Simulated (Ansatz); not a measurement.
**A faulty run on glassy CaAl2Si2O8 (117 atoms)**

Program: Ansatz 0.2.0. The cell: 18 Al, 9 Ca, 72 O and 18 Si.

The input, input.yaml:

```yaml
crystal:
  lattice:
    - [11.5363, 0.0, 0.0]
    - [0.0, 11.5363, 0.0]
    - [0.0, 0.0, 11.5363]
  atoms:
    - { symbol: Al, position: [0.34186, 0.00116, 0.95612] }
    - { symbol: Al, position: [0.84242, 0.96164, 0.09646] }
    - { symbol: Al, position: [0.60242, 0.85802, 0.40872] }
    - { symbol: Al, position: [0.30961, 0.21849, 0.27731] }
    - { symbol: Al, position: [0.96786, 0.51355, 0.30407] }
    - { symbol: Al, position: [0.8084, 0.98148, 0.51736] }
    - { symbol: Al, position: [0.88739, 0.67523, 0.89892] }
    - { symbol: Al, position: [0.99628, 0.82623, 0.63246] }
    - { symbol: Al, position: [0.44038, 0.98926, 0.5442] }
    - { symbol: Al, position: [0.40799, 0.64197, 0.68132] }
    - { symbol: Al, position: [0.09846, 0.95691, 0.4056] }
    - { symbol: Al, position: [0.94408, 0.08585, 0.28961] }
    - { symbol: Al, position: [0.76985, 0.17982, 0.78987] }
    - { symbol: Al, position: [0.55787, 0.88622, 0.70404] }
    - { symbol: Al, position: [0.10797, 0.95687, 0.11814] }
    - { symbol: Al, position: [0.60524, 0.0418, 0.97654] }
    - { symbol: Al, position: [0.50128, 0.15082, 0.78436] }
    - { symbol: Al, position: [0.34172, 0.60271, 0.13761] }
    [... 93 atom lines left out ...]
    - { symbol: Si, position: [0.91894, 0.57286, 0.58092] }
    - { symbol: Si, position: [0.46994, 0.8252, 0.09376] }
    - { symbol: Si, position: [0.83197, 0.9171, 0.77519] }
    - { symbol: Si, position: [0.07684, 0.6703, 0.1093] }
    - { symbol: Si, position: [0.72181, 0.73044, 0.10734] }
    - { symbol: Si, position: [0.95067, 0.30592, 0.64205] }
kpoints:
  mp_grid: { grid: [1, 1, 1] }
hamiltonian:
  xc: pbe
scf:
  max_iter: 80
output:
  forces: true
```

The run is started by

```console
$ ansatz run input.yaml --threads 4 --pin off --max-ram 8192MiB --backend cpu --events-out ev --progress --plain --runs-dir out
```

Output:

```text
Error: YAML parse error: `scf.occupations.method` is required: fixed only where the cell keeps a band gap throughout the run, explicit beside scf.occupations.values (under evaluate: without them), else a smearing such as fermi_dirac (scf.occupations.width is optional; its entry in the input reference gives the default)
```

Wall time 0.02 s (4 threads of Intel Xeon Platinum 8488C (Sapphire Rapids), shared host); peak memory 0.031 GiB.

What is at fault here, and what would mend it?

No occupation method: scf.occupations.method removed and scf.occupations.width removed.

The fix is to set scf.occupations.method back to "fermi_dirac" and set scf.occupations.width back to 0.05.

The program refused it before any cycle.

[Logs are printed without paths, hosts, clocks, repeated set-up lines and the standing remarks that a program may print on its own settings, such as how far it seeks lower states.]

[Hosts, paths, dates, database ids (printed as entryN), source tags and the programs' standing remarks are cut or masked in the printed files.]
